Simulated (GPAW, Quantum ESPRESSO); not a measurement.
The Sn K edge of atom 1 in SnO2 (Cassiterite, P4_2/mnm), with 6 O at 2.05 Å (distorted octahedral, site symmetry mmm), was computed in 2 ways: full core hole (charged cell) and no core hole. Program and functional: Quantum ESPRESSO XSpectra, PBE, Lorentzian half width 4.25 eV (not a setting of the program: the run's 0.4 eV curve was folded afterwards with a further Lorentzian); cells of 6 and 12 atoms (the run without a hole in the smaller).

Each run is counted from its own lowest empty level or Fermi level and scaled to a mean of 1 over its first 20 eV. (XSpectra's own axis starts at xe0, in the gap; it has been shifted.)

| E (eV) | run 1 | run 2 |
| --- | --- | --- |
| -2.0 | 0.28 | 0.23 |
| -1.0 | 0.33 | 0.27 |
| 0.0 | 0.40 | 0.32 |
| 1.0 | 0.48 | 0.37 |
| 2.0 | 0.58 | 0.45 |
| 3.0 | 0.71 | 0.54 |
| 4.0 | 0.86 | 0.64 |
| 5.0 | 1.03 | 0.77 |
| 6.0 | 1.18 | 0.91 |
| 7.0 | 1.31 | 1.05 |
| 8.0 | 1.38 | 1.18 |
| 9.0 | 1.40 | 1.30 |
| 10.0 | 1.36 | 1.37 |
| 11.0 | 1.28 | 1.39 |
| 12.0 | 1.19 | 1.36 |
| 13.0 | 1.10 | 1.31 |
| 14.0 | 1.02 | 1.24 |
| 15.0 | 0.96 | 1.18 |
| 16.0 | 0.92 | 1.13 |
| 17.0 | 0.89 | 1.09 |
| 18.0 | 0.86 | 1.05 |
| 19.0 | 0.84 | 1.01 |
| 20.0 | 0.82 | 0.98 |
| 21.0 | 0.80 | 0.95 |
| 22.0 | 0.79 | 0.93 |
| 23.0 | 0.78 | 0.92 |
| 24.0 | 0.78 | 0.92 |
| 25.0 | 0.78 | 0.92 |
| 26.0 | 0.78 | 0.92 |
| 27.0 | 0.78 | 0.91 |
| 28.0 | 0.77 | 0.90 |
| 29.0 | 0.75 | 0.87 |
| 30.0 | 0.72 | 0.85 |
| 31.0 | 0.70 | 0.82 |
| 32.0 | 0.68 | 0.79 |

Question: Which run is which?

Run 1: full core hole (charged cell) (area from −2 to 6 eV 5.1, main maxima 8.8 eV (1.40)). Run 2: no core hole (area from −2 to 6 eV 3.9, main maxima 11.0 eV (1.39)). With each curve scaled to its own mean, the area from −2 to 6 eV with the hole is 5.1 against 3.9, and the centre of weight from −1 to 20 eV moves by -0.9 eV: the hole pulls the absorber's empty states down.

[Hosts, paths, dates, database ids (printed as entryN), source tags and the programs' standing remarks are cut or masked in the printed files.]

[Lists of maxima count a maximum above −3 eV only where it reaches 4 % of the highest in the window and stands out from its surroundings by 2 % of it (1.5 % where it reaches 55 %); shoulders and weaker maxima are passed over, and of the rest the first, up to two pre-edge ones and the few strongest are named.]
